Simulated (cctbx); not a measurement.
# Accept or mend?

Cell a = 11.4170 Å, b = 7.5820 Å, c = 7.1850 Å, α = 90.00°, β = 90.00°, γ = 90.00°; space group Pnma (no. 62).

Simulated single-crystal data (cctbx): Mo Kα, λ = 0.71073 Å, to d = 0.77 Å, 95 % of the full sphere, strongest reflection 5000 counts, noise from counting, a 4 % proportional error and a noise floor of 15 counts (s.d.); no absorption.

An isotropic refinement with weights 1/σ² prints:

```text
Rint 0.107, 768 unique reflections to 0.77 A
cycle     R1     wR2    GooF  max shift (A)
   1  0.7173  0.9390  15.055   0.48781
   6  0.1995  0.3492   5.599   0.00022
final R1 0.1995 wR2 0.3492 GooF 5.599  parameters 20  data/parameter 38.4
atom        x        y        z      Ueq    occ   su(xyz)  su(Uiso or U11)
Ho1    0.17671  0.49381  1.01694   0.0158  1.000  0.00054  0.0008
Ti1    0.99823  0.25000  0.57622   0.0184  1.000  0.00252  0.0034
S1     0.20168  0.25000  0.71924   0.0559  1.000  0.00663  0.0115
S2     1.00576  0.25000  1.04704   0.0520  1.000  0.00526  0.0100
S3     0.80002  0.25000  0.37826   0.0708  1.000  0.00811  0.0148
S4     0.91139  1.03176  0.66241   0.0981  1.000  0.00846  0.0148
difference map: max 35.88 min -17.45 rms 2.98
Q1    0.1785  0.2500  0.3421    4   37.25  2.11 A from S3
Q2    0.9994  0.2500  0.9325    4   31.24  0.83 A from S2
Q3    0.2006  0.7500  0.3097    4   27.39  1.29 A from S1
Q4    0.0953  0.5422  0.6578    8   26.36  1.99 A from S3
Q5    0.1822  0.0128  0.0493    8   10.66  0.25 A from Ho1
Q6    0.2052  0.2500  0.8176    4    9.31  0.71 A from S1
```

**Question.** Can this result stand? If not, what is the likely fault?

Mend it. The fault: start far from the minimum. Against the right model at the same level, R1 goes from 0.0415 to 0.1995 and GooF from 1.17 to 5.60 and the top difference peak, 37.2 e/Å³, lies 2.11 Å from S3. Least squares finds the nearest minimum, not the best.

The compound is Ho2TiS5. The right model at the same level gives:

```text
Rint 0.107, 768 unique reflections to 0.77 A
cycle     R1     wR2    GooF  max shift (A)
   1  0.1035  0.1768   2.835   0.04545
   2  0.0415  0.0727   1.166   0.00002
final R1 0.0415 wR2 0.0727 GooF 1.166  parameters 20  data/parameter 38.4
atom        x        y        z      Ueq    occ   su(xyz)  su(Uiso or U11)
Ho1    0.17686  0.50626  0.98198   0.0179  1.000  0.00010  0.0002
Ti1    0.99845  0.25000  0.57518   0.0180  1.000  0.00048  0.0006
S1     0.20666  0.25000  0.69433   0.0245  1.000  0.00079  0.0013
S2     0.99815  0.25000  0.94137   0.0261  1.000  0.00067  0.0011
S3     0.81939  0.25000  0.34324   0.0180  1.000  0.00069  0.0010
S4     0.90786  0.95927  0.66160   0.0241  1.000  0.00048  0.0008
difference map: max 4.21 min -4.05 rms 0.87
Q1    0.1674  0.5230  0.0544    8    4.24  0.55 A from Ho1
Q2    0.0736  0.7500  0.3265    4    3.94  1.08 A from Ti1
Q3    0.1491  0.5523  0.9430    8    3.42  0.55 A from Ho1
Q4    0.0678  0.7500  0.9690    4    3.39  0.99 A from S2
Q5    0.0914  0.2500  0.6938    4    3.35  1.32 A from S1
Q6    0.1961  0.0070  0.9131    8    3.27  0.55 A from Ho1
```

The model was made for the exercise: a known structure type with other elements put in, its volume estimated, not relaxed; displacement parameters are assumed.

[Middle refinement cycles are left out of these outputs.]

[Logs are printed without paths, hosts, clocks, repeated set-up lines and the standing remarks that a program may print on its own settings, such as how far it seeks lower states.]
